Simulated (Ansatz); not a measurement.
# 1T-PtSe2 bilayer (AB) in a perpendicular field, part 3 of 3

Aim: how the 1T-PtSe2 bilayer (AB) screens a field along its normal, and what the field does to its bands. A positive field points along +c.

Ansatz 0.2.0; plane-wave DFT, PBE-D3(BJ), Ansatz PAW.

So far, gap along the path (eV): step 3 (single point, field 0) 0.661; step 4 (field 0.1 V/Å) 0.660; step 5 (field -0.1 V/Å) 0.660; step 6 (field 0.5 V/Å) 0.632; step 7 (field -0.3 V/Å) 0.651.

## Step 9: The same run with other settings: efield.amplitude = -0.1

This step: plane-wave DFT, PBE-D3(BJ), Ansatz PAW (Ansatz 0.2.0).

A run with a changed input: it repeats the earlier run at 0.1 V/Å with efield.amplitude from 0.1 to -0.1.

input.yaml reads:

```yaml
crystal:
  lattice:
    - [3.7077783445, 0.0, 0.0]
    - [-1.8538891722, 3.2110302379, 0.0]
    - [0.0, 0.0, 26.2174087632]
  atoms:
    - { symbol: Se, position: [0.6666666667, 0.3333333333, 0.3432833535] }
    - { symbol: Pt, position: [0.0, 0.0, 0.3939100684] }
    - { symbol: Se, position: [0.3333333333, 0.6666666667, 0.4442294491] }
    - { symbol: Se, position: [0.0, 0.0, 0.5557705509] }
    - { symbol: Pt, position: [0.3333333333, 0.6666666667, 0.6060899316] }
    - { symbol: Se, position: [0.6666666667, 0.3333333333, 0.6567166465] }
kpoints:
  mp_grid: { grid: [12, 12, 1] }
  band_path:
    path: [[0, 0, 0], [0.5, 0, 0], [0.33333333, 0.33333333, 0], [0, 0, 0]]
    npoints: 16
hamiltonian:
  xc: pbe
  dispersion: d3bj
scf:
  occupations: { method: fermi_dirac, width: 0.05 }
  convergence: { dr2_threshold: 1.0e-10 }
efield:
  axis: 3
  dipole_correction: true
  ramp_position: 0.97
  ramp_width: 0.06
  amplitude: -0.1
output:
  write_potential: true
  write_density: true
  volumetric_format: npy
```

Run with:

```console
ansatz run input.yaml --threads 4 --pin off --max-ram 6144MiB --backend cpu --events-out ev --progress --plain --runs-dir out
```

Numbers of over 12 decimals in the logs are rounded to 6 here.

Output:

```text
[...]
Crystal: 6 atoms, lattice volume = 312.139 Å³
Basis set: ecut = 420 eV, 6135 PW (Γ)
Bands: 60, of which v1, the nominal top of the filled ones, is band 50 counted from 1 (49 counted from 0)
Symmetry: 6 space group operations
k-points: 19 of 144 (time reversal used)
[...]
SCF iter   1: F=—  HF=-46928.418557 eV  |F-HF|=—  |Δ(HF+E_count)|=         —  Δρ=5.26e-2  dr2=8.93e0  ethr=3.10e-3  p=-0.069 e·Å  D=-3.98e-2 V/Å  ΔV_dip=1.04 eV  dr2_dipole=2.72e-4  V_vac-E_F(+/−)=4.03/5.40 eV  ⟨swp⟩=8.3  Hψ=4595  notcnv=0  defer=3
[...]
SCF iter  17: F=-46926.830247 eV  HF=-46926.830247 eV  |F-HF|=4.37e-11  |Δ(HF+E_count)|=  1.46e-11  Δρ=1.01e-7  dr2=2.69e-11  ethr=1.00e-12  p=-0.066 e·Å  D=-3.84e-2 V/Å  ΔV_dip=1.01 eV  dr2_dipole=1.24e-12  V_vac-E_F(+/−)=4.09/5.49 eV  ⟨swp⟩=12.7  Hψ=3434  notcnv=0
SCF 1 converged in 17 iterations: F = -46926.830247 eV  dr2 = 2.69e-11
[...]
SCF converged after 17 iterations
Free energy (F): -46926.830247 eV
[...]
Internal energy: -46926.830089 eV  (E = F + TS)
E sigma→0 (E₀):  -46926.830168 eV
Entropy (-TS):   -0.000158 eV (-0.026 meV/atom)
Fermi energy:    2.153433 eV
Dipole field:    D = -0.038373 V/Å  (p = -0.066193 e·Å, saw-weighted, corrected)
Work function:   not extracted (applied field tilts the vacuum); planar V_es + V_field profile in the machine report
[...]
--- Band table (eV; the first three rows and the last of 19) ---
  k-point 0: bands = [... 46 lower, 1.2039, 1.3514, 1.3514, 1.4654, 4.1779, 4.1779, 4.3144, 4.3144, ... 6 higher]
  k-point 1: bands = [... 46 lower, 1.2041, 1.2404, 1.3601, 1.7534, 3.6709, 3.8457, 4.0484, 4.2176, ... 6 higher]
  k-point 2: bands = [... 46 lower, 1.1126, 1.1270, 1.2981, 1.7366, 2.8808, 3.1796, 3.8190, 4.0366, ... 6 higher]
  k-point 18: bands = [... 46 lower, 0.2485, 0.3381, 0.3647, 0.3776, 2.6951, 3.0297, 3.0824, 3.4248, ... 6 higher]
```

Wall time 25 s (4 threads of Arm Neoverse V2, shared host); peak memory 0.91 GiB.

This step gave:

```yaml
energy_at_zero_smearing: -46926.8302 eV
dipole_along_the_normal: -0.06619 e·Å
gap_along_the_path: 0.6604 eV
smallest_direct_gap_along_the_path: 1.102 eV
gap_the_smaller_of_path_and_mesh: 0.6604 eV
```

Electronic bands along the path, in eV, zero at the Fermi level of the run, which the smearing sets inside the gap:

```csv
point,band 47,band 48,band 49,band 50,band 51,band 52,band 53,band 54
Γ,-0.95,-0.80,-0.80,-0.69,2.02,2.02,2.16,2.16
halfway,-1.31,-1.29,-1.13,-0.91,0.34,1.06,1.55,1.81
M,-2.76,-2.58,-2.55,-2.09,1.29,1.64,1.84,2.01
halfway,-2.23,-1.95,-1.89,-1.76,0.81,1.01,1.46,1.59
K,-1.91,-1.82,-1.79,-1.78,0.54,0.88,0.93,1.27
halfway,-1.72,-1.41,-1.03,-0.80,0.66,0.82,1.06,1.48
Γ,-0.95,-0.80,-0.80,-0.69,2.02,2.02,2.16,2.16
```

```csv
quantity,this run,earlier run,difference
dipole along the normal (e·Å),-0.06619,0.06619,-0.13
gap along the path (eV),0.6604,0.6604,-1.0e-6
smallest direct gap along the path (eV),1.102,1.102,0
```

The applied field differs, and the slope found earlier predicts a dipole of -0.0664 e·Å; this run gives -0.0662 e·Å, in line with it.

## Step 10: Varying the input: efield.ramp_width = 0.04

Another changed input: it repeats the earlier run at 0.1 V/Å with efield.ramp_width from 0.06 to 0.04.

input.yaml: that of step 9 with these lines changed.

```diff
@@ -27,4 +27,4 @@
   ramp_position: 0.97
-  ramp_width: 0.06
-  amplitude: -0.1
+  ramp_width: 0.04
+  amplitude: 0.1
 output:
```

Output:

```text
[...]
Crystal: 6 atoms, lattice volume = 312.139 Å³
Basis set: ecut = 420 eV, 6135 PW (Γ)
Bands: 60, of which v1, the nominal top of the filled ones, is band 50 counted from 1 (49 counted from 0)
Symmetry: 6 space group operations
k-points: 19 of 144 (time reversal used)
[...]
SCF iter   1: F=—  HF=-46928.418805 eV  |F-HF|=—  |Δ(HF+E_count)|=         —  Δρ=5.26e-2  dr2=8.93e0  ethr=3.10e-3  p=0.069 e·Å  D=3.99e-2 V/Å  ΔV_dip=-1.04 eV  dr2_dipole=2.70e-4  V_vac-E_F(+/−)=5.38/4.03 eV  ⟨swp⟩=8.3  Hψ=4587  notcnv=0  defer=2
[...]
SCF iter  17: F=-46926.830247 eV  HF=-46926.830247 eV  |F-HF|=6.55e-11  |Δ(HF+E_count)|=  1.46e-11  Δρ=1.11e-7  dr2=4.07e-11  ethr=1.00e-12  p=0.066 e·Å  D=3.84e-2 V/Å  ΔV_dip=-1.01 eV  dr2_dipole=2.22e-12  V_vac-E_F(+/−)=5.48/4.09 eV  ⟨swp⟩=12.8  Hψ=3557  notcnv=0
SCF 1 converged in 17 iterations: F = -46926.830247 eV  dr2 = 4.07e-11
[...]
SCF converged after 17 iterations
Free energy (F): -46926.830247 eV
[...]
Internal energy: -46926.830089 eV  (E = F + TS)
E sigma→0 (E₀):  -46926.830168 eV
Entropy (-TS):   -0.000158 eV (-0.026 meV/atom)
Fermi energy:    2.169591 eV
Dipole field:    D = 0.038371 V/Å  (p = 0.066189 e·Å, saw-weighted, corrected)
Work function:   not extracted (applied field tilts the vacuum); planar V_es + V_field profile in the machine report
[...]
--- Band table (eV; the first three rows and the last of 19) ---
  k-point 0: bands = [... 46 lower, 1.2200, 1.3675, 1.3675, 1.4816, 4.1940, 4.1940, 4.3306, 4.3306, ... 6 higher]
  k-point 1: bands = [... 46 lower, 1.2203, 1.2565, 1.3762, 1.7695, 3.6870, 3.8618, 4.0646, 4.2338, ... 6 higher]
  k-point 2: bands = [... 46 lower, 1.1288, 1.1432, 1.3143, 1.7528, 2.8969, 3.1957, 3.8352, 4.0527, ... 6 higher]
  k-point 18: bands = [... 46 lower, 0.2646, 0.3543, 0.3808, 0.3937, 2.7113, 3.0459, 3.0986, 3.4409, ... 6 higher]
```

Run time: 25 s. Hardware: 4 threads; peak memory 0.92 GiB.

This step gave:

```yaml
dipole_along_the_normal: 0.06619 e·Å
```

Electronic bands along the path, in eV, zero at the Fermi level of the run, which the smearing sets inside the gap:

(Unchanged from step 9.)

```csv
quantity,this run,earlier run,difference
dipole along the normal (e·Å),0.06619,0.06619,-3.2e-6
gap along the path (eV),0.6604,0.6604,0
smallest direct gap along the path (eV),1.102,1.102,0
```

Nothing in the table moves by 0.01 in its unit (for the dipole 0.5 % and 5e-5 e·Å).

## Step 11: Outcome

- gap without field: 0.661 eV
- ionisation energy, upper face: 5.13 eV
- electron affinity, upper face: 4.47 eV
- equivalent conductor thickness, atoms held: 10.1 Å

**Reading.** The induced dipole equals that of a perfect conductor 10.06 Å thick, while the outer atoms lie 8.22 Å apart; an out-of-plane ε follows only once a thickness t is chosen, by 1 − 1/ε = 10.06 Å / t. The gap goes from 0.66 eV to 0.63 eV at 0.5 V/Å. Semilocal functionals give gaps that are too small, and excitons are not included. Spin-orbit coupling is left out, which matters for the bands of elements this heavy.

[Logs are printed without paths, hosts, clocks, repeated set-up lines and the standing remarks that a program may print on its own settings, such as how far it seeks lower states.]

[Hosts, paths, dates, database ids (printed as entryN), source tags and the programs' standing remarks are cut or masked in the printed files.]

[Maps of the electrostatic potential energy from Ansatz leave out the sawtooth potential of an applied field or a dipole correction, so their vacuum need not be flat; planar profiles and work functions include it.]
